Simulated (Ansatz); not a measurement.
# La3TlC (Pm-3m): a soft mode frozen in

Which phase does La3TlC (Pm-3m) fall into along its unstable mode, and how much energy does it gain?

Calculated with Ansatz 0.2.0; DFT PBEsol, scalar-relativistic, plane waves, PAW; PAW set soft_1.

### 1. Set-up

Symmetry: Pm-3m, No. 221, cubic system. The conventional cell has a = 5.163 Å, b = 5.163 Å, c = 5.163 Å, α = 90.00°, β = 90.00°, γ = 90.00°. Nearest to La lie 2 C at 2.58 Å and 8 La at 3.65 Å and 4 Tl at 3.65 Å. Nearest to Tl lie 12 La at 3.65 Å. Nearest to C lie 6 La at 2.58 Å. Farther neighbours are not listed.

### 2. Response at finite wavevector

The cell comes from relaxations at this level that are not shown. Stability and thermal properties need the whole zone. Linear response on a 2×2×2 q mesh gives force constants as far as a supercell of that size would.

The input, input.yaml:

```yaml
crystal:
  lattice:
    - [5.1631067513, 0.0, 0.0]
    - [0.0, 5.1631067513, 0.0]
    - [0.0, 0.0, 5.1631067513]
  atoms:
    - { symbol: La, position: [0.5, 0.0, 0.5] }
    - { symbol: La, position: [0.0, 0.5, 0.5] }
    - { symbol: La, position: [0.5, 0.5, 0.0] }
    - { symbol: Tl, position: [0.0, 0.0, 0.0] }
    - { symbol: C, position: [0.5, 0.5, 0.5] }
kpoints:
  mp_grid: { grid: [8, 8, 8] }
hamiltonian:
  xc: pbesol
  pseudopotentials: { kind: paw, azcp: { folder: soft_1 }, xc_functional: pbe }
scf:
  occupations: { method: methfessel_paxton, width: 0.2 }
output:
  eigenvalues: true
phonons:
  method: dfpt
  qmesh: [2, 2, 2]
  temperatures: { t_max: 1000, t_step: 50 }
  qpath:
    path:
      - [[0.0, 0.0, 0.0], [0.0, 0.5, 0.0], [0.5, 0.5, 0.0], [0.0, 0.0, 0.0], [0.5, 0.5, 0.5], [0.0, 0.5, 0.0]]
      - [[0.5, 0.5, 0.5], [0.5, 0.5, 0.0]]
    npoints: 10
```

On the command line:

```
$ ansatz run input.yaml --threads 4 --pin off --max-ram 10240MiB --backend cpu --events-out ev --progress --plain --runs-dir out
```

Numbers of over 12 decimals in the logs are rounded to 6 here.

Log:

```text
Engine: ansatz 0.2.0, aarch64-unknown-linux-gnu
Pseudopotentials: kind: paw
Pseudopotential: La, paw, valence charge 11, recommended cutoff 420 eV (normal), soft_1/La.paw.azcp
Pseudopotential: Tl, paw, valence charge 13, recommended cutoff 420 eV (normal), soft_1/Tl.paw.azcp
Pseudopotential: C, paw, valence charge 4, recommended cutoff 420 eV (normal), soft_1/C.paw.azcp
Functional definition: PBEsol
  exchange = pbesol_x
  correlation = pbesol_c
Crystal: 5 atoms, lattice volume = 137.636 Å³
Basis set: ecut = 420 eV, 2721 PW (Γ), exchange–correlation on 72×72×72 points (8 copies of the dense FFT grid, shifted against one another)
Bands: 30, of which v1, the nominal top of the filled ones, is band 25 counted from 1 (24 counted from 0)
Symmetry: 48 space group operations
k-points: 35 of 512
Non-local potential: La, projectors of the file, l = 0: 3, l = 1: 2, l = 2: 2, l = 3: 3
Non-local potential: Tl, projectors of the file, l = 0: 2, l = 1: 2, l = 2: 2, l = 3: 1
Non-local potential: C, projectors of the file, l = 0: 2, l = 1: 2, l = 2: 1
PAW form: soft (Blöchl's): semilocal exchange-correlation on the pseudo side does not see the compensation charge
PAW frozen core: La, regenerated for the run's functional, and the local potential with it (the file was generated under x = pbe(κ = 0.804, μ = 0.219515), c = pbe(β = 0.066725))
PAW frozen core: Tl, regenerated for the run's functional, and the local potential with it (the file was generated under x = pbe(κ = 0.804, μ = 0.219515), c = pbe(β = 0.066725))
PAW frozen core: C, regenerated for the run's functional, and the local potential with it (the file was generated under x = pbe(κ = 0.804, μ = 0.219515), c = pbe(β = 0.066725))
PAW one-centre angular grid: La, 590 points (default); XC on 64 Gauss nodes
PAW one-centre angular grid: Tl, 590 points (default); XC on 64 Gauss nodes
PAW one-centre angular grid: C, 110 points (default); XC on 64 Gauss nodes
Initial density: superposition of atomic densities (chi_scale 0.1, normalization cell, long waves kept (reshape's long-wave potential 0.00 eV rms))
Initial wavefunctions: pseudopotential atomic-orbital guess
Functional: x = pbesol(κ = 0.804, μ = 0.123457), c = pbesol(β = 0.046)
SCF iter   1: F=—  HF=-30032.714279 eV  |F-HF|=—  |Δ(HF+E_count)|=         —  Δρ=5.15e-2  dr2=1.15e1  ethr=3.10e-3  ⟨swp⟩=4.9  Hψ=4517  notcnv=0
preconditioner: auto → Kerker (q_TF=auto, 2.305 Å⁻¹)  [metal: Δε(μ)=0.046 eV  Ē_g=10.708 eV  σ=0.200 eV  W_gap=0.19  n_scr=26 (ndim 8)  ℏωp=21.0 eV  f_vac=0.000  D(μ)=4.24/eV (n_scr^D=26)]
SCF iter   2: F=—  HF=-30030.649127 eV  |F-HF|=—  |Δ(HF+E_count)|=    2.07e0  S|Δr|=    0.00e0  Δρ=2.10e-2  dr2=1.80e0  ethr=3.10e-3  ⟨swp⟩=3.1  Hψ=2106  notcnv=0  defer=5
SCF iter   3: F=—  HF=-30030.282249 eV  |F-HF|=—  |Δ(HF+E_count)|=   3.67e-1  S|Δr|=    0.00e0  Δρ=9.19e-3  dr2=2.49e-1  ethr=3.10e-3  ⟨swp⟩=5.1  Hψ=6818  notcnv=0
automatic band count: the SCF goes on with 35 bands, as 30 were too few: they end inside the smearing window of the response
SCF iter   4: F=—  HF=-30030.224544 eV  |F-HF|=—  |Δ(HF+E_count)|=   5.77e-2  S|Δr|=    0.00e0  Δρ=1.98e-3  dr2=5.12e-3  ethr=4.99e-4  ⟨swp⟩=2.0  Hψ=1899  notcnv=0  defer=103
SCF iter   5: F=—  HF=-30030.224410 eV  |F-HF|=—  |Δ(HF+E_count)|=   1.34e-4  S|Δr|=    0.00e0  Δρ=6.94e-4  dr2=9.10e-4  ethr=1.02e-5  ⟨swp⟩=2.0  Hψ=2001  notcnv=0  defer=103
SCF iter   6: F=—  HF=-30030.224433 eV  |F-HF|=—  |Δ(HF+E_count)|=   2.36e-5  S|Δr|=    0.00e0  Δρ=2.91e-4  dr2=2.95e-4  ethr=1.82e-6  ⟨swp⟩=2.0  Hψ=1383  notcnv=0  defer=103
SCF iter   7: F=—  HF=-30030.224397 eV  |F-HF|=—  |Δ(HF+E_count)|=   3.68e-5  S|Δr|=    0.00e0  Δρ=7.19e-5  dr2=1.60e-5  ethr=5.90e-7  ⟨swp⟩=2.0  Hψ=1300  notcnv=0  defer=103
SCF iter   8: F=—  HF=-30030.224391 eV  |F-HF|=—  |Δ(HF+E_count)|=   5.32e-6  S|Δr|=    0.00e0  Δρ=1.70e-5  dr2=8.33e-7  ethr=3.20e-8  ⟨swp⟩=2.1  Hψ=1505  notcnv=0  defer=103
SCF iter   9: F=—  HF=-30030.224392 eV  |F-HF|=—  |Δ(HF+E_count)|=   7.64e-7  S|Δr|=    0.00e0  Δρ=7.18e-6  dr2=1.89e-7  ethr=1.67e-9  ⟨swp⟩=2.0  Hψ=1975  notcnv=0  defer=103
SCF iter  10: F=—  HF=-30030.224392 eV  |F-HF|=—  |Δ(HF+E_count)|=   2.55e-8  S|Δr|=    0.00e0  Δρ=1.69e-6  dr2=1.09e-8  ethr=3.78e-10  ⟨swp⟩=1.9  Hψ=1201  notcnv=0  defer=103
SCF iter  11: F=—  HF=-30030.224392 eV  |F-HF|=—  |Δ(HF+E_count)|=   1.65e-9  S|Δr|=    0.00e0  Δρ=3.13e-7  dr2=2.47e-10  ethr=2.18e-11  ⟨swp⟩=2.0  Hψ=1364  notcnv=0  defer=103
SCF iter  12: F=-30030.224392 eV  HF=-30030.224392 eV  |F-HF|=7.28e-12  |Δ(HF+E_count)|=  1.82e-11  S|Δr|=    0.00e0  Δρ=3.75e-8  dr2=1.19e-12  ethr=1.00e-12  ⟨swp⟩=16.5  Hψ=8530  notcnv=0
SCF 1 converged in 12 iterations: F = -30030.224392 eV  dr2 = 1.19e-12
  greatest PAW one-centre occupation: 0.971 electrons in one spin orbital (limit 2), on the La atom at site 2 (counted from 0), in its partial waves of l = 0
Initial density: read from a saved state, or passed on in memory by an earlier SCF of this step, an earlier step, the calling program or the single point that the run made first
iter 1 solved again at ethr=1.56e-7 eV; its pass at ethr=3.10e-3 eV (dr2=7.82e-5 eV) is discarded
SCF iter   1: F=—  HF=-30030.224393 eV  |F-HF|=—  |Δ(HF+E_count)|=         —  Δρ=5.30e-7  dr2=1.35e-10  ethr=1.56e-7  ⟨swp⟩=5.8  Hψ=8255  notcnv=0
eigensolver tolerance schedule: the retry pair's looser diagonalisation over-reported the residual by 580973.02 of it (diagonalisation noise at an unbounded share of the residual, at the tolerance the schedule requests for it); recorded, not acted on — ethr = c·dr2/N_el stays at c = 1.0e-1
preconditioner: auto → Kerker (q_TF=auto, 2.305 Å⁻¹)  [metal: Δε(μ)=0.024 eV  Ē_g=11.137 eV  σ=0.200 eV  W_gap=0.10  n_scr=26 (ndim 8)  ℏωp=21.0 eV  f_vac=0.000  D(μ)=3.99/eV (n_scr^D=26)]
SCF iter   2: F=—  HF=-30030.224392 eV  |F-HF|=—  |Δ(HF+E_count)|=   8.50e-7  S|Δr|=    0.00e0  Δρ=2.26e-7  dr2=2.81e-11  ethr=1.00e-12  ⟨swp⟩=4.2  Hψ=3762  notcnv=0
SCF iter   3: F=—  HF=-30030.224392 eV  |F-HF|=—  |Δ(HF+E_count)|=  1.46e-11  S|Δr|=    0.00e0  Δρ=1.56e-7  dr2=1.15e-11  ethr=1.00e-12  ⟨swp⟩=4.3  Hψ=2588  notcnv=0
SCF iter   4: F=-30030.224392 eV  HF=-30030.224392 eV  |F-HF|=1.09e-11  |Δ(HF+E_count)|=  1.82e-11  S|Δr|=    0.00e0  Δρ=1.06e-7  dr2=5.56e-12  ethr=1.00e-12  ⟨swp⟩=2.0  Hψ=2083  notcnv=0
SCF 2 converged in 4 iterations: F = -30030.224392 eV  dr2 = 5.56e-12
phonons: the bands overlap, so this run is a metal and interpolates without the dipole-dipole term. If the crystal is really an insulator or semiconductor, its LO-TO splitting is missing
NSCF: frozen V_eff on 35 k-points
WARN: eigensolver did not converge in 12 slots of this pass, the one above among them; of largest residual over every band (k=33): 1 band(s) unlocked (lowest unlocked band 34, counted from 0; max residual 3.17e-3 eV among the unlocked bands, 3.17e-3 eV over every band); of lowest unlocked band (k=1): band 34
NSCF: frozen V_eff on 125 k-points
DFPT response loops at q = (0, 0, 0) (fractional): preconditioner auto → Kerker (q_TF=auto, 2.305 Å⁻¹) (partly filled bands, converged f_vac=0.000); β = 1.00, the filter's whole step (`scf.mixing.beta` (0.50) is not read by the response loops under this deck's `scf.mixing.preconditioner`; to damp them name `kerker` or `kerker_dos`, under which they read `scf.mixing.beta`, and type it under 1.00, their step now; both keys bind the ground state too); Broyden in place of MSR1
NSCF: frozen V_eff on 250 k-points
DFPT response loops at q = (0, 0, -0.5) (fractional): mixed as the last ones told, above
NSCF: frozen V_eff on 250 k-points
DFPT response loops at q = (0, -0.5, -0.5) (fractional): mixed as the last ones told, above
NSCF: frozen V_eff on 250 k-points
DFPT response loops at q = (-0.5, -0.5, -0.5) (fractional): mixed as the last ones told, above
SCF converged after 12 iterations
Stability not checked: this state was not tested for a lower state beside it, because cold or Methfessel-Paxton smearing, or corrected tetrahedra, fill the levels in a way that the test cannot read (fill_not_monotonic; see scf.lower_state_search)
Free energy (F): -30030.224392 eV
Harris-Foulkes:  -30030.224392 eV  (|F-HF|=7.28e-12)
Internal energy: -30030.220714 eV  (E = F + TS)
E sigma→0 (E₀):  -30030.223472 eV
Entropy (-TS):   -0.003678 eV (-0.736 meV/atom)
Fermi energy:    11.180352 eV
--- Per-component energies (eV) ---
  E_band       = -71.651692
  E_kinetic    = 911.173836
  E_local      = -1827.044821  (includes V_loc(G=0)·N_el)
  E_nonlocal   = 606.996994
  E_hartree    = 663.064035
  E_xc         = -656.169163
  E_vxc        = -615.071287  (∫ρ·V_xc dr)
  E_paw        = -26122.304750  (= ΣΔE_a)
  E_vpaw       = -473.834454  (= ΣTr[D̂ρ^β])
  E_aug_tail   = -0.000030  (compensation charges beyond the density's cutoff)
  E_ewald      = -3606.503357
  E_core_change = 0.566542  (= ΣΔE_core)
  E_smearing   = -0.003678  (= −TS)
  E_closure    = -0.000000  (closes the sum)
  Σ components = -30030.224392   (vs F -30030.224392, Δ=0.00e0)
--- Band table (eV; the first three rows and the last of 35) ---
  k-point 0: bands = [... 21 lower, 10.7188, 10.7188, 10.7188, 11.2576, 11.2576, 11.2576, 12.2795, 12.2795, ... 6 higher]
  k-point 1: bands = [... 21 lower, 10.6748, 10.7475, 10.8474, 10.8939, 11.3101, 11.3101, 12.0588, 12.2415, ... 6 higher]
  k-point 2: bands = [... 21 lower, 10.6312, 10.6312, 10.8228, 11.2347, 11.2347, 11.2395, 12.0885, 12.3807, ... 6 higher]
  k-point 34: bands = [... 21 lower, 8.0626, 11.6316, 11.6316, 11.6316, 12.6576, 12.6576, 12.6576, 12.8522, ... 6 higher]
--- Phonons (Γ-DFPT): 4 representative perturbations + reference (Σ response iterations 13) ---
  ASR residual: 2.856e-5 → 0.000e0 eV/Å²; symmetrization residual: 1.604e-6 eV/Å²
  ASR residual per site (eV/Å²): 1.17e-5 1.17e-5 1.17e-5 2.30e-5 2.86e-5
  Γ frequencies (cm⁻¹): -151.12 -151.12 -151.12 -40.92 -40.92 -40.92 0.00 0.00 0.00 57.49 57.49 57.49 130.84 130.84 130.84
--- Phonons (arbitrary-q DFPT): 4 irreducible q on the 2×2×2 mesh ---
  q = [0.0000, 0.0000, 0.0000] (star 1, of the zone-centre solve; hermiticity 5.44e-7, symmetrization 2.81e-12): -151.12 -151.12 -151.12 -40.92 -40.92 -40.92 -0.00 -0.00 0.00 57.49 57.49 57.49 130.84 130.84 130.84
  q = [0.0000, 0.0000, -0.5000] (star 3, 9 solved perturbations in 975 linear systems a pass and spin channel, the states on 125 of 512 k-point pairs; hermiticity 2.56e-7, symmetrization 1.03e-8): -97.14 -97.14 45.11 45.11 58.64 58.91 66.94 66.94 70.35 70.35 87.61 130.06 130.06 130.85 377.55
  q = [0.0000, -0.5000, -0.5000] (star 3, 9 solved perturbations in 975 linear systems a pass and spin channel, the states on 125 of 512 k-point pairs; hermiticity 2.84e-7, symmetrization 4.61e-9): 14.18 55.16 55.16 56.09 66.29 66.29 70.89 70.89 98.94 104.91 109.06 153.72 242.96 371.08 371.08
  q = [-0.5000, -0.5000, -0.5000] (star 1, 4 solved perturbations in 350 linear systems a pass and spin channel, the states on 125 of 512 k-point pairs; hermiticity 1.52e-7, symmetrization 3.99e-10): -25.06 -25.06 -25.06 47.88 47.88 47.88 101.32 101.32 101.32 112.80 112.80 184.63 383.60 383.60 383.60
  sum rule: each row above includes the acoustic sum rule's correction from the zone centre's row sums; it moved no ω² by more than (0.80 cm⁻¹)²
  mesh force constants: q→R imaginary residual 2.49e-18; ASR residual 2.856e-5 → 0.000e0 eV/Å²; symmetrization residual 5.329e-15 eV/Å²
  interpolated dispersion: 62 rows × 15 modes
  density of states and harmonic sums: on the 12×12×12 q-mesh, interpolated from the force constants of a 2×2×2 supercell (no non-analytic term)
  largest difference from the sums on the solved wave vectors: F 3.68e-1 eV, S 4.91e-4 and C_V 1.25e-4 eV/K
  zero-point energy: 0.099098 eV/cell   skipped modes (ω ≤ 0): 102, of them read as no rigid motion or as one in doubt: 99 (8.154e-1 modes/cell left out, lowest -151.12 cm⁻¹)   left out of the sums: 5.45e-2 of the cell's modes: C_V's classical limit lies that fraction below 3 k_B per atom; for a crystal, a wire or a layer, F and S can be off by more, and a phonons.interpolated_qmesh denser along its periods is the remedy for the sampling
```

Elapsed: 7.8 min, on 4 threads of Arm Neoverse V1, shared host; peak memory 2 GiB.

The column dr2 measures how far the density is from self-consistency, as an energy; F and HF (Harris–Foulkes) agree once it is small.

Numbers from this step:

```yaml
volume_per_atom: 27.53 Å³
gap_on_the_k_mesh: 0 eV
sum_rule_residual_before_enforcement: 2.86e-5 eV/Å²
lowest_frequency_on_the_path: -151.1 cm⁻¹
point_group: m-3m
highest_frequency_on_the_path_or_at_a_solved_wavevector: 383.6 cm⁻¹
highest_optical_mode_at_the_zone_centre_no_lo_to_term: 130.8 cm⁻¹
lowest_optical_zone_centre_mode: -151.1 cm⁻¹
lowest_mode_on_the_q_mesh_acoustic_modes_at_gamma_apart: -151.1 cm⁻¹
```

Frequencies (cm⁻¹) solved at each irreducible wavevector; negative means imaginary. Frequencies by wavevector, by row:

```csv
q in reciprocal lattice units,star,mode 1,mode 2,mode 3,mode 4,mode 13,mode 14,mode 15
0 0 0,1,-151.1,-151.1,-151.1,-40.9,130.8,130.8,130.8
0 0 -0.5,3,-97.1,-97.1,45.1,45.1,130.1,130.8,377.6
0 -0.5 -0.5,3,14.2,55.2,55.2,56.1,243,371.1,371.1
-0.5 -0.5 -0.5,1,-25.1,-25.1,-25.1,47.9,383.6,383.6,383.6
```

Interpolated from a 2×2×2 q mesh. Phonon branches along the path, in cm⁻¹:

```csv
point,branch 1,branch 2,branch 3,branch 4,branch 12,branch 13,branch 14,branch 15
Γ,-151,-151,-151,-41,58,131,131,131
halfway,-119,-119,22,22,127,127,131,245
X,-97,-97,45,45,130,130,131,378
halfway,34,39,47,50,144,179,261,374
M,14,55,55,56,154,243,371,371
halfway,15,19,36,41,136,139,253,253
Γ,-151,-151,-151,-41,58,131,131,131
halfway,9,33,33,52,150,273,273,273
R,-25,-25,-25,48,185,384,384,384
halfway,25,28,37,53,159,292,292,376
X,-97,-97,45,45,130,130,131,378
jump to R,-25,-25,-25,48,185,384,384,384
halfway,-15,29,29,52,171,320,377,377
M,14,55,55,56,154,243,371,371
```

Symmetry leaves 4 wavevectors to solve. The lowest mode among them, the acoustic zeros apart, lies at Γ and is imaginary, 151.1i cm⁻¹, so the energy falls along it.

### 3. The mode frozen in, largest atomic shift 0 Å

The mode followed lies at Γ with frequency 151.1i cm⁻¹ and is 3-fold degenerate, the softest among the wavevectors solved. At small amplitude the distorted cell has space group no. 160 by a symmetry search on the positions. The undistorted cell that holds it gives the zero of energy on the same k mesh.

input.yaml, the sections that differ from step 2:

```yaml
output:
  forces: true
  stress: true
  eigenvalues: true
# crystal, kpoints, hamiltonian, scf: as in step 2
# phonons: removed
```

Log:

```text
[...]
Crystal: 5 atoms, lattice volume = 137.636 Å³
Basis set: ecut = 420 eV, 2721 PW (Γ), exchange–correlation on 72×72×72 points (8 copies of the dense FFT grid, shifted against one another)
Bands: 30, of which v1, the nominal top of the filled ones, is band 25 counted from 1 (24 counted from 0)
Symmetry: 48 space group operations
[...]
k-points: 35 of 512
[...]
k-point 0: bands = [... 21 lower, 10.7187, 10.7187, 10.7187, 11.2575, 11.2575, 11.2575, 12.2795, 12.2795, ... 1 higher]
  k-point 1: bands = [... 21 lower, 10.6748, 10.7475, 10.8474, 10.8939, 11.3100, 11.3100, 12.0588, 12.2415, ... 1 higher]
  k-point 2: bands = [... 21 lower, 10.6312, 10.6312, 10.8228, 11.2347, 11.2347, 11.2395, 12.0885, 12.3807, ... 1 higher]
  k-point 34: bands = [... 21 lower, 8.0626, 11.6316, 11.6316, 11.6316, 12.6576, 12.6576, 12.6576, 12.8522, ... 1 higher]
[key lines of the parts left out:]
SCF converged after 10 iterations
Free energy (F): -30030.224392 eV
Fermi energy:    11.180337 eV
P = ⅓ Tr σ = -0.0002 GPa (-0.002 kbar)
```

It took 3.6 s on 4 threads; peak memory 0.53 GiB.

This step gave:

```yaml
pressure: -1.93e-4 GPa
energy_from_the_undistorted_cell: 0 meV/atom
```

The run ends at a pressure of 0.00 GPa.

### 4. The mode frozen in, largest atomic shift 0.14 Å

The atoms are moved along the unstable eigenvector, the largest shift by 0.14 Å, with the cell fixed.

input.yaml, the sections that differ from step 3:

```yaml
crystal:
  lattice:
    - [5.1631067513, 0.0, 0.0]
    - [0.0, 5.1631067513, 0.0]
    - [0.0, 0.0, 5.1631067513]
  atoms:
    - { symbol: La, position: [0.5003170892, -0.0005201208, 0.4996829108] }
    - { symbol: La, position: [0.0005201208, 0.4996829108, 0.4996829108] }
    - { symbol: La, position: [0.5003170892, 0.4996829108, -0.0005201208] }
    - { symbol: Tl, position: [0.000135508, -0.000135508, -0.000135508] }
    - { symbol: C, position: [0.4843448835, 0.5156551165, 0.5156551165] }
output:
  forces: true
  stress: true
  eigenvalues: true
  write_density: true
  write_potential: true
  elf: true
  volumetric_format: npy
# kpoints, hamiltonian, scf: as in step 3
```

Log:

```text
[...]
Crystal: 5 atoms, lattice volume = 137.636 Å³
Basis set: ecut = 420 eV, 2721 PW (Γ), exchange–correlation on 72×72×72 points (8 copies of the dense FFT grid, shifted against one another)
Bands: 30, of which v1, the nominal top of the filled ones, is band 25 counted from 1 (24 counted from 0)
Symmetry: 6 space group operations
[...]
k-points: 65 of 512 (time reversal used)
[...]
k-point 0: bands = [... 21 lower, 10.6255, 10.7145, 10.7145, 11.3172, 11.3172, 11.4727, 12.2846, 12.2901, ... 1 higher]
  k-point 1: bands = [... 21 lower, 10.6016, 10.6398, 10.8528, 11.0535, 11.3497, 11.4537, 12.0666, 12.2513, ... 1 higher]
  k-point 2: bands = [... 21 lower, 10.5157, 10.5821, 10.8310, 11.2399, 11.2590, 11.3507, 12.0931, 12.3832, ... 1 higher]
  k-point 64: bands = [... 21 lower, 8.0655, 11.6401, 11.6456, 11.6456, 12.6272, 12.6272, 12.6470, 12.8404, ... 1 higher]
[key lines of the parts left out:]
SCF converged after 9 iterations
Free energy (F): -30030.229738 eV
Fermi energy:    11.220615 eV
P = ⅓ Tr σ = 0.0297 GPa (0.297 kbar)
```

The job ended after 12 s (4 threads; peak memory 0.56 GiB; 46 s of CPU time).

Numbers from this step:

* pressure: 0.02970 GPa
* energy from the undistorted cell: -1.116 meV/atom

The energy, extrapolated to zero smearing, is -1.12 meV/atom against the undistorted cell.

The run ends at a pressure of 0.03 GPa, with forces up to 0.020 eV/Å.

### 5. Energy along the mode, all amplitudes (two of the runs are shown above)

An imaginary frequency means negative curvature, so the energy should fall and then rise again as anharmonic terms take over.

Numbers from this step:

| Quantity | Value |
| --- | --- |
| depth at the lowest point sampled | 1.116 meV/atom |
| largest atomic shift at that point | 0.14 Å |

The energy from the parent by largest atomic shift:

```csv
largest atomic shift (Å),energy from the parent (meV/atom)
0.000,0
0.040,-0.163
0.080,-0.561
0.140,-1.12
0.220,-0.416
0.320,5.51
```

Displacement at unit largest shift by atom:

```csv
atom,x (Å),y (Å),z (Å),size
La1,0.012,-0.019,-0.012,0.025
La2,0.019,-0.012,-0.012,0.025
La3,0.012,-0.012,-0.019,0.025
Tl4,0.005,-0.005,-0.005,0.009
C5,-0.577,0.577,0.577,0.999
```

The lowest of the steps tried is at 0.14 Å, 1.12 meV/atom below the parent; the bottom of the well need not coincide with a step.

(Continued in part 2 of 2.)

[Logs are printed without paths, hosts, clocks, repeated set-up lines and the standing remarks that a program may print on its own settings, such as how far it seeks lower states.]

[Hosts, paths, dates, database ids (printed as entryN), source tags and the programs' standing remarks are cut or masked in the printed files.]
